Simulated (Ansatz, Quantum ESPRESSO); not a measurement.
# Pm3Al (Pm-3m): zone-centre phonons, part 3 of 3

Which modes does Pm3Al (Pm-3m) have at the zone centre?

Quantum ESPRESSO 7.5; DFT PBEsol, scalar-relativistic, plane waves, PseudoDojo norm-conserving, 4f in core pseudopotentials.

So far, lowest optical zone-centre mode (cm⁻¹): step 6 (modes with the sum rule) 70.6; step 8 (ASR crystal) 70.4.

### Step 9. The same in Ansatz

A second program on the same cell, potentials, cutoff and meshes tests the implementation of the phonon response, not its convergence. Its k mesh is centred on Γ.

This step: DFT PBEsol, scalar-relativistic, plane waves, norm-conserving pseudopotentials, 4f in core (Ansatz 0.2.0).

Input file input.yaml:

```yaml
crystal:
  lattice:
    - [4.7684970833, 0.0, 0.0]
    - [0.0, 4.7684970833, 0.0]
    - [0.0, 0.0, 4.7684970833]
  atoms:
    - { symbol: Pm, position: [0.0, 0.5, 0.5] }
    - { symbol: Pm, position: [0.5, 0.0, 0.5] }
    - { symbol: Pm, position: [0.5, 0.5, 0.0] }
    - { symbol: Al, position: [0.0, 0.0, 0.0] }
kpoints:
  mp_grid: { grid: [6, 6, 6] }
hamiltonian:
  xc: pbesol
  pseudopotentials:
    kind: nc
    azcp: { Pm: "pseudopotentials/pbe/nc/lanthanide_3plus/Pm.nc.azcp" }
    accuracy: standard
scf:
  occupations: { method: cold, width: 0.27211 }
output:
  eigenvalues: true
basis:
  ecutwfc: 598.65
phonons:
  method: dfpt
```

On the command line:

```sh
$ ansatz run input.yaml --threads 4 --pin off --max-ram 8192MiB --backend cpu --events-out ev --progress --plain --runs-dir out
```

Numbers of over 12 decimals in the logs are rounded to 6 here.

What it wrote:

```text
Warning: basis.ecutwfc = 598.65 eV is below the records' recommended 707.496042 eV, and the density's cutoff is lower with it unless basis.ecutrho_ratio is high enough to keep the records' density cutoff: compare with a run at a higher cutoff
Warning: <dir> the record states the generating functional pbe (its physics header spells it `PBE`), which answers neither for hamiltonian.xc's functional nor for the pbesol family's — results may be inconsistent (PPs are generated against a specific XC)
zone centre: on kpoints.mp_grid the ground state, and the responses unless they are solved on pairs of k-points, stand on 64 of the mesh's 216 k-points, reduced under 8 symmetry operations, with k and −k counted as one. Each operation leaves every solved displacement unchanged or reverses it
Engine: ansatz 0.2.0, aarch64-unknown-linux-gnu
Pseudopotentials: kind: nc
Pseudopotential: Pm, nc, valence charge 11, recommended cutoff 707.496042 eV (normal), <dir>
Pseudopotential: Al, nc, valence charge 3, recommended cutoff 544.227725 eV (normal), Al.nc.azcp (PseudoDojo's, or run here from an input of PseudoDojo's; its table is named by hamiltonian.pseudopotentials.accuracy)
Functional definition: PBEsol
  exchange = pbesol_x
  correlation = pbesol_c
Crystal: 4 atoms, lattice volume = 108.429 Å³
Basis set: ecut = 598.65 eV, 3695 PW (Γ), exchange–correlation on 80×80×80 points (8 copies of the dense FFT grid, shifted against one another)
Bands: 22, of which v1, the nominal top of the filled ones, is band 18 counted from 1 (17 counted from 0)
Symmetry: 48 space group operations
k-points: 64 of 216 (irreducible under 8 space group operations)
Non-local potential: Pm, projectors of the file, l = 0: 2, l = 1: 2, l = 2: 2, l = 3: 1
Non-local potential: Al, projectors of the file, l = 0: 2, l = 1: 2, l = 2: 2
Initial density: superposition of atomic densities (chi_scale 0.1, normalization cell)
Initial wavefunctions: pseudopotential atomic-orbital guess
Functional: x = pbesol(κ = 0.804, μ = 0.123457), c = pbesol(β = 0.046)
SCF iter   1: F=—  HF=-3245.083398 eV  |F-HF|=—  |Δ(HF+E_count)|=         —  Δρ=1.68e-2  dr2=4.51e-1  ethr=3.10e-3  ⟨swp⟩=5.4  Hψ=13833  notcnv=0
automatic band count: the SCF goes on with 26 bands, as 22 were too few: they end inside the smearing window of the response
preconditioner: auto → Kerker (q_TF=auto, 2.270 Å⁻¹)  [metal: Δε(μ)=0.026 eV  Ē_g=3.897 eV  σ=0.272 eV  W_gap=0.07  n_scr=18 (ndim 8)  ℏωp=12.4 eV  f_vac=0.000  D(μ)=5.26/eV (n_scr^D=56)]
SCF iter   2: F=—  HF=-3244.969386 eV  |F-HF|=—  |Δ(HF+E_count)|=   1.14e-1  S|Δr|=    0.00e0  Δρ=1.03e-2  dr2=1.81e-1  ethr=1.25e-3  ⟨swp⟩=1.3  Hψ=2207  notcnv=0  defer=7
SCF iter   3: F=—  HF=-3244.902217 eV  |F-HF|=—  |Δ(HF+E_count)|=   6.72e-2  S|Δr|=    0.00e0  Δρ=1.96e-3  dr2=2.56e-3  ethr=5.02e-4  ⟨swp⟩=2.1  Hψ=2595  notcnv=0  defer=7
SCF iter   4: F=—  HF=-3244.901302 eV  |F-HF|=—  |Δ(HF+E_count)|=   9.15e-4  S|Δr|=    0.00e0  Δρ=7.90e-4  dr2=5.64e-4  ethr=7.11e-6  ⟨swp⟩=2.3  Hψ=3010  notcnv=0  defer=17
SCF iter   5: F=—  HF=-3244.901058 eV  |F-HF|=—  |Δ(HF+E_count)|=   2.43e-4  S|Δr|=    0.00e0  Δρ=1.89e-4  dr2=2.81e-5  ethr=1.57e-6  ⟨swp⟩=2.2  Hψ=2729  notcnv=0  defer=17
SCF iter   6: F=—  HF=-3244.901047 eV  |F-HF|=—  |Δ(HF+E_count)|=   1.18e-5  S|Δr|=    0.00e0  Δρ=1.75e-5  dr2=3.98e-7  ethr=7.80e-8  ⟨swp⟩=2.0  Hψ=2701  notcnv=0  defer=17
SCF iter   7: F=—  HF=-3244.901046 eV  |F-HF|=—  |Δ(HF+E_count)|=   1.01e-6  S|Δr|=    0.00e0  Δρ=4.99e-6  dr2=2.26e-8  ethr=1.10e-9  ⟨swp⟩=2.1  Hψ=2830  notcnv=0  defer=44
SCF iter   8: F=—  HF=-3244.901046 eV  |F-HF|=—  |Δ(HF+E_count)|=   9.39e-9  S|Δr|=    0.00e0  Δρ=3.82e-7  dr2=2.41e-10  ethr=6.26e-11  ⟨swp⟩=2.1  Hψ=2799  notcnv=0  defer=44
SCF iter   9: F=-3244.901046 eV  HF=-3244.901046 eV  |F-HF|=1.36e-12  |Δ(HF+E_count)|=  1.36e-10  S|Δr|=    0.00e0  Δρ=6.76e-8  dr2=3.56e-12  ethr=1.00e-12  ⟨swp⟩=12.6  Hψ=11373  notcnv=0
SCF 1 converged in 9 iterations: F = -3244.901046 eV  dr2 = 3.56e-12
DFPT response loops at Γ: preconditioner auto → Kerker (q_TF=auto, 2.270 Å⁻¹) (partly filled bands, converged f_vac=0.000); β = 1.00, the filter's whole step (`scf.mixing.beta` (0.50) is not read by the response loops under this deck's `scf.mixing.preconditioner`; to damp them name `kerker` or `kerker_dos`, under which they read `scf.mixing.beta`, and type it under 1.00, their step now; both keys bind the ground state too); Broyden in place of MSR1
SCF converged after 9 iterations
Stability not checked: this state was not tested for a lower state beside it, because cold or Methfessel-Paxton smearing, or corrected tetrahedra, fill the levels in a way that the test cannot read (fill_not_monotonic; see scf.lower_state_search)
Free energy (F): -3244.901046 eV
Harris-Foulkes:  -3244.901046 eV  (|F-HF|=1.36e-12)
Internal energy: -3244.873682 eV  (E = F + TS)
E sigma→0 (E₀):  -3244.891925 eV
Entropy (-TS):   -0.027363 eV (-6.841 meV/atom)
Fermi energy:    11.112859 eV
--- Per-component energies (eV) ---
  E_band       = -203.168246
  E_kinetic    = 768.755862
  E_local      = -1369.933072  (includes V_loc(G=0)·N_el)
  E_nonlocal   = 151.898989
  E_hartree    = 413.577332
  E_xc         = -802.851869
  E_vxc        = -581.044690  (∫ρ·V_xc dr)
  E_ewald      = -2406.320924
  E_smearing   = -0.027363  (= −TS)
  E_closure    = -0.000000  (closes the sum)
  Σ components = -3244.901046   (vs F -3244.901046, Δ=0.00e0)
--- Band table (eV; the first three rows and the last of 64) ---
  k-point 0: bands = [... 14 lower, 9.8244, 9.8244, 10.0882, 10.0882, 10.0882, 12.5874, 12.5874, 12.5874, ... 4 higher]
  k-point 1: bands = [... 14 lower, 9.6026, 10.1430, 10.1948, 10.1948, 10.2038, 12.3526, 12.3578, 12.3578, ... 4 higher]
  k-point 2: bands = [... 14 lower, 9.2116, 10.3286, 10.3286, 10.4905, 10.9821, 12.4277, 12.4277, 12.5523, ... 4 higher]
  k-point 63: bands = [... 14 lower, 9.5851, 9.5851, 11.3710, 11.3710, 11.3710, 12.6975, 12.6975, 12.6975, ... 4 higher]
--- Phonons (Γ-DFPT): 3 representative perturbations + reference, on 64 of 216 k-points (Σ response iterations 9) ---
  k mesh reduced under 8 symmetry operations, with k and −k counted as one. Each operation leaves every solved displacement unchanged or reverses it
  ASR residual: 7.638e-5 → 0.000e0 eV/Å²; symmetrization residual: 3.627e-6 eV/Å²
  ASR residual per site (eV/Å²): 7.64e-5 7.64e-5 7.64e-5 5.43e-5
  Γ frequencies (cm⁻¹): 0.00 0.00 0.00 70.60 70.60 70.60 135.29 135.29 135.29 173.83 173.83 173.83
  non-analytic LO–TO correction: not included (Born effective charges unavailable; polar crystals: no LO–TO splitting at Γ)
```

Wall time 23 s (4 threads of Arm Neoverse V2, shared host); peak memory 1.2 GiB; 89 s of CPU time.

Read from the output:

- sum-rule residual before enforcement: 7.64e-5 eV/Å²
- lowest optical zone-centre mode: 70.6 cm⁻¹

### Step 10. Side by side: QE PseudoDojo and Ansatz, PseudoDojo

Numbers from this step:

```
root-mean-square difference : 0.21 cm⁻¹
largest difference          : 0.36 cm⁻¹
```

Frequencies side by side, by row:

| q (reciprocal lattice) | mode | QE PseudoDojo (cm⁻¹) | Ansatz, PseudoDojo (cm⁻¹) |
| --- | --- | --- | --- |
| 0 0 0 | 1 | 0 | 0 |
| 0 0 0 | 2 | 0 | 0 |
| 0 0 0 | 3 | 0 | 0 |
| 0 0 0 | 4 | 70.58 | 70.6 |
| 0 0 0 | 5 | 70.58 | 70.6 |
| 0 0 0 | 6 | 70.58 | 70.6 |
| 0 0 0 | 7 | 135.7 | 135.3 |
| 0 0 0 | 8 | 135.7 | 135.3 |
| 0 0 0 | 9 | 135.7 | 135.3 |
| 0 0 0 | 10 | 173.8 | 173.8 |
| 0 0 0 | 11 | 173.8 | 173.8 |
| 0 0 0 | 12 | 173.8 | 173.8 |

At the zone centre the largest difference (acoustic modes at Γ apart) is 0.2 % of the highest mode.

### Step 11. Outcome

```yaml
space_group_after_relaxation: Pm-3m
volume_per_atom: 27.1 Å³
highest_optical_zone_centre_mode_no_lo_to_term: 173.8 cm⁻¹
lowest_optical_zone_centre_mode: 70.6 cm⁻¹
imaginary_optical_modes_at_the_zone_centre_no_q_mesh_in_this_session: none
largest_difference_from_ansatz_pseudodojo: 0.36 cm⁻¹
```

What this shows: At the PBEsol level the optical modes of Pm3Al (Pm-3m) at the zone centre run from 71 to 174 cm⁻¹. Of the 9 optical modes, 3 are silent and 6 are infrared active alone. QE PseudoDojo and Ansatz, PseudoDojo agree to 0.36 cm⁻¹ (0.2 % of the highest mode compared) on all solved modes but the acoustic ones at Γ, without the LO-TO term. These are harmonic frequencies at zero temperature: anharmonic shifts and linewidths and thermal expansion are left out. Spin-orbit coupling is left out, which can matter for the heavy elements here. In a metal the frequencies hang on the k mesh and the smearing, most of all near Kohn anomalies. The 4f electrons are frozen in the core as for a trivalent ion, in files made for PBE, so their moments and any magnetic order are left out. The relaxation ran at 44 Ry, under the 52 Ry recommended for these files; the stress of so short a basis can leave the cell about one per cent too small. Ansatz warns that the cutoff lies 15 % under the one recommended for these files; agreement at one cutoff is not convergence. The structure comes from a database and need not be the phase that is stable at ambient conditions.

[Host names and launcher messages were left out of these logs when they were recorded.]

[Logs are printed without paths, hosts, clocks, repeated set-up lines and the standing remarks that a program may print on its own settings, such as how far it seeks lower states.]

[Hosts, paths, dates, database ids (printed as entryN), source tags and the programs' standing remarks are cut or masked in the printed files.]
